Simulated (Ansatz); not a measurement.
# Localised basis functions on (8,8) carbon nanotube bundle (192 atoms)

Aim: test how closely localised support functions follow the reference on (8,8) carbon nanotube bundle (192 atoms), and at what cost. A setting counts as converged where the r.m.s. difference of forces stays under 1 % of the r.m.s. force.

Main program and level: Ansatz 0.2.0; Kohn-Sham DFT, PBE+D3(BJ), PAW (set soft_2), plane waves.

## Step 1: Set-up

The cell holds 192 atoms: 192 C. Cell: a = 14.150 Å, b = 14.150 Å, c = 14.760 Å, α = 90.0°, β = 90.0°, γ = 120.0°. It derives from C (graphene). Graphene sheet (a = 2.46 Å) rolled into a (8,8) tube of diameter 10.85 Å, 6 periods, hexagonal bundle with 3.3 Å between walls; every coordinate displaced by a Gaussian of 0.05 Å.

What the set-up can't give: Only the Γ point is sampled, in a cell whose shortest periodic width is 12 Å.

## Step 2: Plane-wave single point

The first run fixes the reference, at a cutoff of 420 eV.

Input file input.yaml:

```yaml
crystal:
  lattice:
    - [14.15015, 0.0, 0.0]
    - [-7.07508, 12.25439, 0.0]
    - [0.0, 0.0, 14.76]
  atoms:
    - { symbol: C, position: [0.41172, 0.06019, 0.08426] }
    - { symbol: C, position: [0.4243, 0.1074, 0.99338] }
    - { symbol: C, position: [0.4503, 0.21972, 0.99839] }
    - { symbol: C, position: [0.43639, 0.26824, 0.07938] }
    - { symbol: C, position: [0.40716, 0.35638, 0.0873] }
    - { symbol: C, position: [0.38262, 0.38454, 0.0019] }
    - { symbol: C, position: [0.31311, 0.4262, 0.00538] }
    - { symbol: C, position: [0.27578, 0.44027, 0.08365] }
    - { symbol: C, position: [0.16488, 0.43807, 0.08817] }
    - { symbol: C, position: [0.11041, 0.42159, 0.16685] }
    - { symbol: C, position: [0.99571, 0.37598, 0.99819] }
    - { symbol: C, position: [0.93787, 0.3487, 0.08548] }
    - { symbol: C, position: [0.82697, 0.27093, 0.08544] }
    - { symbol: C, position: [0.78071, 0.22536, 0.16194] }
    - { symbol: C, position: [0.69472, 0.11884, 0.99756] }
    - { symbol: C, position: [0.647, 0.05858, 0.08366] }
    - { symbol: C, position: [0.58903, 0.93713, 0.08326] }
    - { symbol: C, position: [0.57937, 0.88915, 0.00457] }
    - { symbol: C, position: [0.56578, 0.7803, 0.00405] }
    - { symbol: C, position: [0.56375, 0.73132, 0.08467] }
    - { symbol: C, position: [0.59339, 0.64968, 0.07937] }
    - { symbol: C, position: [0.61664, 0.62049, 0.99731] }
    - { symbol: C, position: [0.69279, 0.58006, 0.17315] }
    - { symbol: C, position: [0.73024, 0.55507, 0.08154] }
    - { symbol: C, position: [0.83472, 0.56346, 0.08477] }
    - { symbol: C, position: [0.89117, 0.57626, 0.00038] }
    - { symbol: C, position: [0.00294, 0.61678, 0.16691] }
    - { symbol: C, position: [0.06196, 0.65593, 0.08348] }
    - { symbol: C, position: [0.17375, 0.73585, 0.0828] }
    - { symbol: C, position: [0.22137, 0.78528, 0.00316] }
    - { symbol: C, position: [0.31256, 0.88861, 0.16431] }
    - { symbol: C, position: [0.35139, 0.94179, 0.08059] }
    [... 154 atom lines left out ...]
    - { symbol: C, position: [0.00347, 0.62288, 0.00229] }
    - { symbol: C, position: [0.06451, 0.65929, 0.91799] }
    - { symbol: C, position: [0.16574, 0.73183, 0.91592] }
    - { symbol: C, position: [0.2156, 0.77649, 0.83251] }
    - { symbol: C, position: [0.32169, 0.88542, 0.99937] }
    - { symbol: C, position: [0.35512, 0.94186, 0.91864] }
kpoints:
  mp_grid: { grid: [1, 1, 1] }
hamiltonian:
  xc: pbe
  dispersion: d3bj
scf:
  occupations: { method: fermi_dirac, width: 0.025 }
output:
  forces: true
  stress: true
  populations: intrinsic
  dos:
    method: { smearing: { sigma: 0.08 } }
    de: 0.1
    projected: { site_lists: { C: [C] } }
  eigenvalues: true
  write_density: true
  write_potential: true
  volumetric_format: npy
```

The run is started by

```console
> ansatz run input.yaml --threads 4 --pin off --max-ram 8192MiB --backend cpu --events-out ev --progress --plain --runs-dir out
```

Output:

```text
Engine: ansatz 0.2.0, x86_64-unknown-linux-gnu
Pseudopotentials: kind: paw
Pseudopotential: C, paw, valence charge 4, recommended cutoff 420 eV (normal), C.paw.azcp
[... 5 lines on functional and potentials left out ...]
Crystal: 192 atoms, lattice volume = 2559.406 Å³
Basis set: ecut = 420 eV, 49963 PW (Γ), exchange–correlation on 192×192×200 points (8 copies of the dense FFT grid, shifted against one another)
Bands: 576, of which v1, the nominal top of the filled ones, is band 384 counted from 1 (383 counted from 0)
Symmetry: 1 space group operations
Space group: P1 (ITA 1), of the structure as read, at distance tolerance 1.4e-4 Å
k-points: 1
[... 3 lines on functional and potentials left out ...]
Initial density: superposition of atomic densities (neutral atoms: chi_scale 0, normalization atom), corrected by the library's trained network
Initial wavefunctions: pseudopotential atomic-orbital guess
Functional: x = pbe(κ = 0.804, μ = 0.219515), c = pbe(β = 0.066725)
SCF iter   1: F=—  HF=-48152.161506 eV  |F-HF|=—  |Δ(HF+E_count)|=         —  Δρ=4.61e-3  dr2=9.89e-1  ethr=1.77e-3  ⟨swp⟩=7.0  Hψ=2876  notcnv=0  defer=159
preconditioner: auto → Resta (q_TF=auto, 2.232 Å⁻¹)  ε∞=2.8  [insulator: Δε(μ)=0.275 eV  Ē_g=15.030 eV  σ=0.025 eV  W_gap=0.99  n_scr=466 (ndim 8)  ℏωp=20.3 eV  f_vac=0.336  D(μ)=0.66/eV (n_scr^D=0)  ε∞_Penn≈2.8  vacuum switching on, ρ_ref=1.6e-2 e/Å³]
SCF iter   2: F=—  HF=-48152.030722 eV  |F-HF|=—  |Δ(HF+E_count)|=   1.31e-1  Δρ=2.00e-3  dr2=1.07e-1  ethr=1.29e-4  ⟨swp⟩=3.0  Hψ=959  notcnv=0  defer=182
SCF iter   3: F=—  HF=-48152.055536 eV  |F-HF|=—  |Δ(HF+E_count)|=   2.48e-2  Δρ=8.84e-4  dr2=5.04e-2  ethr=1.39e-5  ⟨swp⟩=2.0  Hψ=693  notcnv=0  defer=182
SCF iter   4: F=—  HF=-48152.060585 eV  |F-HF|=—  |Δ(HF+E_count)|=   5.05e-3  Δρ=4.95e-4  dr2=1.96e-2  ethr=6.56e-6  ⟨swp⟩=2.0  Hψ=557  notcnv=0  defer=182
SCF iter   5: F=—  HF=-48152.062564 eV  |F-HF|=—  |Δ(HF+E_count)|=   1.98e-3  Δρ=2.02e-4  dr2=1.24e-3  ethr=2.55e-6  ⟨swp⟩=2.0  Hψ=609  notcnv=0  defer=182
SCF iter   6: F=—  HF=-48152.063833 eV  |F-HF|=—  |Δ(HF+E_count)|=   1.27e-3  Δρ=7.78e-5  dr2=3.25e-4  ethr=1.61e-7  ⟨swp⟩=2.0  Hψ=690  notcnv=0  defer=182
SCF iter   7: F=—  HF=-48152.063879 eV  |F-HF|=—  |Δ(HF+E_count)|=   4.53e-5  Δρ=3.50e-5  dr2=7.06e-5  ethr=4.24e-8  ⟨swp⟩=2.0  Hψ=595  notcnv=0  defer=182
SCF iter   8: F=—  HF=-48152.064665 eV  |F-HF|=—  |Δ(HF+E_count)|=   7.86e-4  Δρ=1.77e-5  dr2=1.84e-5  ethr=9.19e-9  ⟨swp⟩=2.0  Hψ=929  notcnv=0  defer=182
SCF iter   9: F=—  HF=-48152.064676 eV  |F-HF|=—  |Δ(HF+E_count)|=   1.10e-5  Δρ=6.40e-6  dr2=1.51e-6  ethr=2.39e-9  ⟨swp⟩=2.0  Hψ=595  notcnv=0  defer=182
SCF iter  10: F=—  HF=-48152.064678 eV  |F-HF|=—  |Δ(HF+E_count)|=   1.63e-6  Δρ=2.92e-6  dr2=4.86e-7  ethr=1.96e-10  ⟨swp⟩=2.0  Hψ=625  notcnv=0  defer=182
SCF iter  11: F=-48152.064678 eV  HF=-48152.064678 eV  |F-HF|=7.27e-9  |Δ(HF+E_count)|=   1.63e-7  Δρ=1.39e-6  dr2=4.69e-8  ethr=1.30e-11  ⟨swp⟩=34.0  Hψ=6553  notcnv=0
SCF 1 converged in 11 iterations: F = -48152.064678 eV  dr2 = 4.69e-8
  greatest PAW one-centre occupation: 0.722 electrons in one spin orbital (limit 2), on the C atom at site 112 (counted from 0), in its partial waves of l = 0
WARN: The output density's exchange-correlation potential varies sharply where the density is thin. Do not read a vacuum level from v_tot or v_xc, or from such a field of the output density. On a cell that repeats whose density bears no net charge and no dipole along the vacuum's axis use v_es (v_loc + v_h of the components); [...]
SCF converged after 11 iterations
Free energy (F): -48152.064678 eV
Harris-Foulkes:  -48152.064678 eV  (|F-HF|=7.27e-9)
Internal energy: -48152.061954 eV  (E = F + TS)
E sigma→0 (E₀):  -48152.063316 eV
Entropy (-TS):   -0.002723 eV (-0.014 meV/atom)
Fermi energy:    3.227293 eV
--- Per-component energies (eV) ---
  E_band       = -4560.373309
  E_kinetic    = 17568.159899
  E_local      = -80934.862883  (includes V_loc(G=0)·N_el)
  E_nonlocal   = 5290.438783
  E_hartree    = 33136.508174
  E_xc         = -9236.787948
  E_vxc        = -11435.969700  (∫ρ·V_xc dr)
  E_paw        = -19086.460313  (= ΣΔE_a)
  E_vpaw       = -1321.125074  (= ΣTr[D̂ρ^β])
  E_aug_tail   = 0.001560  (compensation charges beyond the density's cutoff)
  E_ewald      = 5132.800420
  E_disp       = -21.859646  (pairwise vdW)
  E_smearing   = -0.002723  (= −TS)
  E_closure    = -0.000000  (closes the sum)
  Σ components = -48152.064678   (vs F -48152.064678, Δ=0.00e0)
--- Forces (eV/Å), atoms counted from 1 ---
  atom   1  C      0.15145575    -3.01600050    -1.74784198
  atom   2  C     -0.62779895     7.29428652    10.00066141
  atom   3  C     -3.15606942     3.35786529    -0.18667895
  atom   4  C      1.04012531    -0.58772934     1.59793252
  atom   5  C      3.82163660    -3.14489119    -3.05812218
  atom   6  C      1.13148849    -0.72627767     0.42006977
  atom   7  C     -1.29803172     0.51140037    -6.34156742
  atom   8  C     -4.53394073     0.40915054     3.34847186
  atom   9  C      4.50312530     0.47796224    -2.49793696
  atom  10  C     -0.10210699     1.17212000     3.07687554
  atom  11  C      1.33090740     2.22477867     3.50816829
  atom  12  C      1.70788120     2.03051827    -1.48767524
  atom  13  C      1.03219629     1.16699362    -2.32729368
  atom  14  C     -0.76933673    -2.15279949     7.73504127
[...]
atom 191  C     -1.79195962    -1.15719832     0.29627139
  atom 192  C     -0.19322065     2.68243513    -2.38160249
  max |Σ_I F_I| component: 4.04e-5 eV/Å
--- Stress (GPa, compression-positive) ---
        4.702910       1.054878       0.685544
        1.054878       5.722261      -0.327598
        0.685545      -0.327600       8.337783
  P = ⅓ Tr σ = 6.2543 GPa (62.543 kbar)
--- Band table (eV) ---
  k-point 0: bands = ["-16.5661", "-16.4450", "-16.3834", "-16.2096", [... 560 levels ...], "11.6180", "11.6436", "11.6547", "11.7089", "11.7228", "11.7593", "11.8250", "11.8824", "11.9164", "11.9460", "11.9701", "11.9990"]
--- intrinsic populations: 192 sites ---
  site symbol       q [e]
     0      C      3.9934
     1      C      4.0030
     2      C      3.9996
[...]
191      C      3.9964
  spilling = 0.000000 (of n_electrons = 768.000000)
```

It took 68 s on 4 threads of Intel Xeon Platinum 8488C (Sapphire Rapids), shared host; peak memory 3.8 GiB; 4.3 min of CPU time.

The column dr2 measures how far the density is from self-consistency, as an energy; F and HF (Harris–Foulkes) agree once it is small.

The program notes that the exchange-correlation potential is rough where the density is thin.

The run gave:

- free energy: -48152.0647 eV
- free energy per atom: -250.7920 eV/atom
- SCF cycles: 11
- pressure: 6.254 GPa
- r.m.s. force component: 3.359 eV/Å
- longest force: 19.91 eV/Å
- Fermi energy: 3.227 eV

The r.m.s. force component of 3.4 eV/Å sets the scale for the differences below.

## Step 3: Support functions low

With localised support functions most steps grow linearly with size, though the diagonalisation grows faster unless the density matrix is cut; this run measures error and cost at this size.

This step: Kohn-Sham DFT, PBE+D3(BJ), PAW (set soft_2), localised support functions (low) (Ansatz 0.2.0).

input.yaml, the sections that differ from step 2:

```yaml
scf:
  occupations: { method: fermi_dirac, width: 0.025 }
  eigensolver: { kind: { support_functions: { accuracy: low } } }
  mixing: { beta: 0.4 }
  max_iter: 150
output:
  forces: true
  eigenvalues: true
# crystal, kpoints, hamiltonian: as in step 2
```

Output:

```text
Warning: scf.eigensolver.kind.support_functions: disabling space-group detection — the functions' gradient is summed over unrotated k-points, so no spatial operation reduces the k-mesh or symmetrises the density; time reversal is kept, so that k and −k are solved as one point where they differ and the mesh holds both, and exact exchange and, on two spinor components, a DFT+U term hold to it where the run has them: [...]
settings of this run that can trade accuracy for cost: scf.eigensolver.kind.support_functions; scf.eigensolver.kind.support_functions.accuracy: low [...]
[...]
Crystal: 192 atoms, lattice volume = 2559.406 Å³
Basis set: ecut = 420 eV, 49963 PW (Γ), exchange–correlation on 192×192×200 points (8 copies of the dense FFT grid, shifted against one another)
Bands: 461, of which v1, the nominal top of the filled ones, is band 384 counted from 1 (383 counted from 0)
Symmetry: 1 space group operations
k-points: 1
[...]
SCF iter   1: F=—  HF=-48199.773648 eV  |F-HF|=—  |Δ(HF+E_count)|=         —  Δρ=9.11e-2  dr2=2.14e2  ethr=1.00e-1
[...]
SCF iter  13: F=—  HF=-48152.769617 eV  |F-HF|=—  |Δ(HF+E_count)|=   5.00e-3  Δρ=4.96e-5  dr2=6.16e-5  ethr=3.15e-8  κ⁻¹=9.7e-6(r=7)
SCF iter  14: F=-48152.772746 eV  HF=-48152.772242 eV  |F-HF|=5.04e-4  |Δ(HF+E_count)|=   2.63e-3  Δρ=2.07e-5  dr2=1.20e-5  ethr=8.03e-9
SCF 1 converged in 14 iterations: F = -48152.783955 eV  dr2 = 1.20e-5
[...]
SCF converged after 14 iterations
Stability not checked: this state was not tested for a lower state beside it, because the mixer in use, unlike msr1, does not test its closes by its own steps (another_mixer; see scf.mixing.algorithm and scf.lower_state_search)
Free energy (F): -48152.783955 eV
[...]
Internal energy: -48152.781247 eV  (E = F + TS)
E sigma→0 (E₀):  -48152.782601 eV
Entropy (-TS):   -0.002708 eV (-0.014 meV/atom)
Fermi energy:    3.227273 eV
[...]
Σ components = -48152.783955   (vs F -48152.783955, Δ=0.00e0)
--- Forces (eV/Å), atoms counted from 1 ---
  atom   1  C      0.15128420    -3.01587828    -1.74744620
  atom   2  C     -0.62786064     7.29318715     9.99479722
  atom   3  C     -3.15629509     3.35735700    -0.18555052
  atom   4  C      1.04117246    -0.58941197     1.59787025
[...]
atom 192  C     -0.19389942     2.67920293    -2.38152211
  max |Σ_I F_I| component: 6.60e-3 eV/Å
--- Band table (eV) ---
[...]
```

It took 4.2 min on 4 threads; peak memory 5.9 GiB.

The program notes that the band table was not solved further than the SCF left it and it switched symmetry off. Further notices: vacuum switching off with vacuum.

Keys that differ from the reference: support_functions.accuracy = "low", scf.max_iter = 150 and scf.mixing.beta = 0.4.

Forces differ from the reference by 2.0 meV/Å r.m.s., 0.059 % of their size, well within a tolerance of 1 %; the energy by -3.7 meV/atom. It took roughly 3.8 times the reference's time (one timing each, with unlike analyses asked), in 14 cycles against 11.

## Step 4: Support functions medium

With localised support functions most steps grow linearly with size, though the diagonalisation grows faster unless the density matrix is cut; this run measures error and cost at this size.

This step: Kohn-Sham DFT, PBE+D3(BJ), PAW (set soft_2), localised support functions (medium) (Ansatz 0.2.0).

input.yaml, the sections that differ from step 3:

```yaml
scf:
  occupations: { method: fermi_dirac, width: 0.025 }
  eigensolver: { kind: { support_functions: { accuracy: medium } } }
  mixing: { beta: 0.4 }
  max_iter: 150
# crystal, kpoints, hamiltonian, output: as in step 3
```

Output:

```text
[...]
Crystal: 192 atoms, lattice volume = 2559.406 Å³
Basis set: ecut = 420 eV, 49963 PW (Γ), exchange–correlation on 192×192×200 points (8 copies of the dense FFT grid, shifted against one another)
Bands: 461, of which v1, the nominal top of the filled ones, is band 384 counted from 1 (383 counted from 0)
Symmetry: 1 space group operations
k-points: 1
[...]
SCF iter   1: F=—  HF=-48199.760558 eV  |F-HF|=—  |Δ(HF+E_count)|=         —  Δρ=9.11e-2  dr2=2.14e2  ethr=1.00e-1
[...]
SCF iter  14: F=—  HF=-48152.772815 eV  |F-HF|=—  |Δ(HF+E_count)|=   2.57e-3  Δρ=2.12e-5  dr2=1.24e-5  ethr=8.04e-9  κ⁻¹=2.0e-6(r=7)
SCF iter  15: F=-48152.773971 eV  HF=-48152.773858 eV  |F-HF|=1.12e-4  |Δ(HF+E_count)|=   1.04e-3  Δρ=8.73e-6  dr2=2.32e-6  ethr=1.61e-9
SCF 1 converged in 15 iterations: F = -48152.784002 eV  dr2 = 2.32e-6
[...]
SCF converged after 15 iterations
[...]
Free energy (F): -48152.784002 eV
[...]
Internal energy: -48152.781293 eV  (E = F + TS)
E sigma→0 (E₀):  -48152.782648 eV
Entropy (-TS):   -0.002709 eV (-0.014 meV/atom)
Fermi energy:    3.227006 eV
[...]
Σ components = -48152.784002   (vs F -48152.784002, Δ=0.00e0)
--- Forces (eV/Å), atoms counted from 1 ---
  atom   1  C      0.15135851    -3.01592476    -1.74751806
  atom   2  C     -0.62778647     7.29302493     9.99456805
  atom   3  C     -3.15633225     3.35735991    -0.18559017
  atom   4  C      1.04114163    -0.58939843     1.59793112
[...]
atom 192  C     -0.19381892     2.67921649    -2.38147132
  max |Σ_I F_I| component: 6.44e-3 eV/Å
--- Band table (eV) ---
[...]
```

It took 3.7 min on 4 threads; peak memory 6.1 GiB; 15 min of CPU time.

Keys that differ from the reference: support_functions.accuracy = "medium", scf.max_iter = 150 and scf.mixing.beta = 0.4.

Forces differ from the reference by 2.0 meV/Å r.m.s., 0.059 % of their size, well within a tolerance of 1 %; the energy by -3.7 meV/atom. It took roughly 3.3 times the reference's time (one timing each, with unlike analyses asked), in 15 cycles against 11.

## Step 5: Support functions medium, spacing 0.411 Å

The grid spacing sets how fine a wave the support functions can hold.

input.yaml, the sections that differ from step 4:

```yaml
scf:
  occupations: { method: fermi_dirac, width: 0.025 }
  eigensolver: { kind: { support_functions: { accuracy: medium, spacing: 0.411 } } }
  mixing: { beta: 0.4 }
  max_iter: 150
# crystal, kpoints, hamiltonian, output: as in step 4
```

Output:

```text
[...]
Crystal: 192 atoms, lattice volume = 2559.406 Å³
Basis set: ecut = 420 eV, 49963 PW (Γ), exchange–correlation on 192×192×200 points (8 copies of the dense FFT grid, shifted against one another)
Bands: 461, of which v1, the nominal top of the filled ones, is band 384 counted from 1 (383 counted from 0)
Symmetry: 1 space group operations
k-points: 1
[...]
SCF iter   1: F=—  HF=-48086.574135 eV  |F-HF|=—  |Δ(HF+E_count)|=         —  Δρ=8.98e-2  dr2=1.82e2  ethr=1.00e-1
[...]
SCF iter  16: F=-48074.268531 eV  HF=-48074.268506 eV  |F-HF|=2.49e-5  |Δ(HF+E_count)|=   1.67e-4  Δρ=4.44e-6  dr2=7.70e-7  ethr=5.64e-10
SCF 1 converged in 16 iterations: F = -48074.279880 eV  dr2 = 7.70e-7
[...]
SCF converged after 16 iterations
[...]
Free energy (F): -48074.279880 eV
[...]
Internal energy: -48074.277161 eV  (E = F + TS)
E sigma→0 (E₀):  -48074.278521 eV
Entropy (-TS):   -0.002718 eV (-0.014 meV/atom)
Fermi energy:    3.251944 eV
[...]
--- Forces (eV/Å), atoms counted from 1 ---
  atom   1  C     -0.14023049    -2.78554219    -1.18128217
  atom   2  C     -0.23882733     6.76907448     7.31798352
  atom   3  C     -2.53889087     3.32563321    -0.68481045
  atom   4  C      0.91071117    -1.10952952    -0.04805252
  atom   5  C      3.32331567    -3.31681751    -1.18803636
  atom   6  C      0.30110079    -0.88526289     1.28008907
  atom   7  C     -0.89792527     0.85097798    -3.99395459
  atom   8  C     -4.03215599     0.09836334     3.14300555
  atom   9  C      4.19381754    -0.10646869    -0.60600004
  atom  10  C     -0.44884257     1.70317532     2.65695769
  atom  11  C      1.31697027     1.75990072     2.28916062
  atom  12  C      1.43469630     1.56151745    -0.47083192
  atom  13  C      0.67617095     0.48269539    -1.05793111
  atom  14  C     -0.52966003    -1.62457445     5.17180619
[...]
atom 191  C     -2.09634458    -1.22882077    -0.03784145
  atom 192  C     -0.67469254     2.30553596    -1.24906928
  max |Σ_I F_I| component: 2.55e1 eV/Å
--- Band table (eV) ---
[...]
```

The job ended after 2 min (4 threads; peak memory 3.5 GiB; 7.7 min of CPU time).

The program notes that the forces don't sum to zero within tolerance and the grid leaves an egg-box force.

Forces differ from the reference by 881 meV/Å r.m.s., 26 % of their size, far over a tolerance of 1 %; the energy by +405 meV/atom. It took roughly 1.8 times the reference's time (one timing each, with unlike analyses asked), in 16 cycles against 11. The setting is coarser than the default on purpose.

(Part 1 of 2 ends here.)

[Long decimals in the printed logs are rounded to 6 places.]

[Logs are printed without paths, hosts, clocks, repeated set-up lines and the standing remarks that a program may print on its own settings, such as how far it seeks lower states.]

[Hosts, paths, dates, database ids (printed as entryN), source tags and the programs' standing remarks are cut or masked in the printed files.]
